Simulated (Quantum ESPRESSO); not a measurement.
# MgS (F-43m): from Born charge to LO-TO splitting

Wanted: the LO mode of MgS (F-43m) from the TO mode and the field response.

Calculated with Quantum ESPRESSO 7.5; DFT LDA, scalar-relativistic, plane waves, PseudoDojo norm-conserving pseudopotentials.

**1. Set-up**

Symmetry: F-43m, No. 216, cubic system. Conventional cell: a = 5.596 Å, b = 5.596 Å, c = 5.596 Å, α = 90.00°, β = 90.00°, γ = 90.00°. Nearest to Mg lie 4 S at 2.42 Å. S has 4 Mg at 2.42 Å nearest. Farther neighbours and most contacts between anions are not listed.

Structure file:

```
CELL_PARAMETERS angstrom
-2.79816 0.00000 2.79816
0.00000 2.79816 2.79816
-2.79816 2.79816 0.00000
ATOMIC_POSITIONS crystal
Mg 0.00000 0.00000 0.00000
S 0.75000 0.75000 0.75000
```

This is the cell after its relaxation at this level of theory, not the database cell from which that began.

**2. What the response run gave**

A linear-response run on the relaxed cell, with the response to an electric field; only its zone-centre results are used. Cutoff 92 Ry, k mesh 8×8×8.

The log of the run:

```text
[banners, grids, parts of the stress and lines that vanish by symmetry left out]
Program PHONON v.7.5
     Reading xml data from directory:

[...]
Exchange-correlation= PW
                           (   1   4   0   0   0   0   0)
[...]
kinetic-energy cut-off    =      92.0000  Ry
     charge density cut-off    =     368.0000  Ry
     convergence threshold     =      1.0E-18
[...]
Exchange-correlation= PW
                           (   1   4   0   0   0   0   0)
[...]
q = (   0.0000000   0.0000000   0.0000000 )
     25 Sym.Ops. (with q -> -q+G )
     G cutoff =  521.2668  (  35149 G-vectors)     FFT grid: ( 45, 45, 45)
     number of k points=    29
[...]
Mode symmetry, T_d (-43m)  point group:
[...]
Dielectric constant
[...]
End of electric fields calculation
          Dielectric constant in cartesian axis
          (       4.212890238      -0.000000000       0.000000000 )
          (      -0.000000000       4.212890238       0.000000000 )
          (      -0.000000000       0.000000000       4.212890238 )
          Effective charges (d Force / dE) in cartesian axis without acoustic sum rule applied (asr)
           atom    1  Mg    Mean Z*:        1.87394
      Ex  (        1.87394       -0.00000       -0.00000 )
      Ey  (        0.00000        1.87394        0.00000 )
      Ez  (       -0.00000       -0.00000        1.87394 )
           atom    2  S     Mean Z*:       -1.87641
      Ex  (       -1.87641       -0.00000       -0.00000 )
      Ey  (       -0.00000       -1.87641        0.00000 )
      Ez  (       -0.00000        0.00000       -1.87641 )
          Effective charges Sum: Mean:       -0.00247
[...]
Effective charges (d Force / dE) in cartesian axis with asr applied:
           atom    1  Mg    Mean Z*:        1.87517
[...]
atom    2  S     Mean Z*:       -1.87517
[...]
Representation #   1 modes #   1   2   3
[...]
End of self-consistent calculation
     Convergence has been achieved
     Representation #   2 modes #   4   5   6
[...]
End of self-consistent calculation
     Convergence has been achieved
[...]
Dielectric constant in cartesian axis
          (       4.212890238      -0.000000000       0.000000000 )
          (      -0.000000000       4.212890238       0.000000000 )
          (      -0.000000000       0.000000000       4.212890238 )
          Effective charges (d Force / dE) in cartesian axis without acoustic sum rule applied (asr)
           atom    1  Mg    Mean Z*:        1.87394
      Ex  (        1.87394       -0.00000       -0.00000 )
      Ey  (        0.00000        1.87394        0.00000 )
      Ez  (       -0.00000       -0.00000        1.87394 )
           atom    2  S     Mean Z*:       -1.87641
      Ex  (       -1.87641       -0.00000       -0.00000 )
      Ey  (       -0.00000       -1.87641        0.00000 )
      Ez  (       -0.00000        0.00000       -1.87641 )
          Effective charges Sum: Mean:       -0.00247
[...]
Effective charges (d Force / dE) in cartesian axis with asr applied:
           atom    1  Mg    Mean Z*:        1.87517
[...]
atom    2  S     Mean Z*:       -1.87517
[...]
q = (    0.000000000   0.000000000   0.000000000 )
[...]
freq (    1) =       0.149176 [THz] =       4.975989 [cm-1]
     freq (    2) =       0.149176 [THz] =       4.975989 [cm-1]
     freq (    3) =       0.149176 [THz] =       4.975989 [cm-1]
     freq (    4) =      10.293761 [THz] =     343.362904 [cm-1]
     freq (    5) =      10.293761 [THz] =     343.362904 [cm-1]
     freq (    6) =      10.293761 [THz] =     343.362904 [cm-1]
[...]
Mode symmetry, T_d (-43m)  point group:
     freq (   1-   3) =          5.0  [cm-1]   --> T_2  G_15 P_4   I+R
     freq (   4-   6) =        343.4  [cm-1]   --> T_2  G_15 P_4   I+R

   JOB DONE.
```

| quantity | value |
| --- | --- |
| cell volume Ω (Å³) | 43.817 |
| mass of Mg (u) | 24.305 |
| mass of S (u) | 32.060 |
| Born charge of Mg, raw (e) | 1.874 |
| Born charge of S, raw (e) | -1.876 |
| ε∞ | 4.213 |
| ω(TO) after the sum rule (cm⁻¹) | 343.3 |

**3. The calculation**

The charges must sum to zero over the cell; taking off their mean, -0.001 e, leaves Z* = 1.875 e on Mg. In the polar mode Mg moves against S, so the reduced mass is μ = 24.30 × 32.06 / 56.37 = 13.825 u.

A longitudinal wave builds up a field that adds to the restoring force: ω(LO)² = ω(TO)² + 4π Z*² / (μ Ω ε∞), in Hartree atomic units. With μ = 25201 electron masses and Ω = 295.69 bohr³ the second term is 1.4075e-06 Ha², or 67798 cm⁻² (1 Ha = 219474.6 cm⁻¹).

So ω(LO) = √(117869 + 67798) = 430.9 cm⁻¹, and by the Lyddane-Sachs-Teller relation ε₀ = ε∞ (ω(LO)/ω(TO))² = 6.64.

**4. Check against the program**

The analysis program adds the same non-analytic term to the full matrix, here for q along (1 0 0).

The log of the run:

```text
[banner, memory and clock lines left out]
Program DYNMAT v.7.5

     Reading Dynamical Matrix from file g.dyn
     ...Force constants read
     ...epsilon and Z* read

     Polarizability (A^3 units)
     multiply by 0.482867 for Clausius-Mossotti correction
        11.202949   -0.000000   -0.000000
        -0.000000   11.202949    0.000000
         0.000000    0.000000   11.202949

     IR activities are in (D/A)^2/amu units

# mode   [cm-1]    [THz]      IR
    1     -0.00   -0.0000    0.0000
    2      0.00    0.0000    0.0000
    3      0.00    0.0000    0.0000
    4    343.32   10.2923    5.8682
    5    343.32   10.2923    5.8682
    6    430.89   12.9177    5.8682
```

ε₀ comes from the program's run without a direction of q.

| quantity | by hand | program |
| --- | --- | --- |
| ω(LO) (cm⁻¹) | 430.9 | 430.9 |
| ε₀ | 6.64 | 6.64 |

**5. Outcome**

```
TO mode                    : 343.3 cm⁻¹
LO mode                    : 430.9 cm⁻¹
static dielectric constant : 6.636
```

The LO mode of MgS (F-43m) lies at 431 cm⁻¹, 88 cm⁻¹ above the TO mode; the formula meets the program within 0.1 cm⁻¹, as it must for a cubic crystal with one polar mode. ω(LO)² − ω(TO)² goes with Z*²/ε∞: an error of 5 % in ε∞ would move the LO mode by 3.8 cm⁻¹, and semilocal functionals tend to overestimate ε∞. These are harmonic values at zero temperature, at the volume of this functional, for the structure held cubic; stability elsewhere in the zone is no part of this calculation.

[Host names and launcher messages were left out of these logs when they were recorded.]

[Logs are printed without paths, hosts, clocks, repeated set-up lines and the standing remarks that a program may print on its own settings, such as how far it seeks lower states.]

[Hosts, paths, dates, database ids (printed as entryN), source tags and the programs' standing remarks are cut or masked in the printed files.]
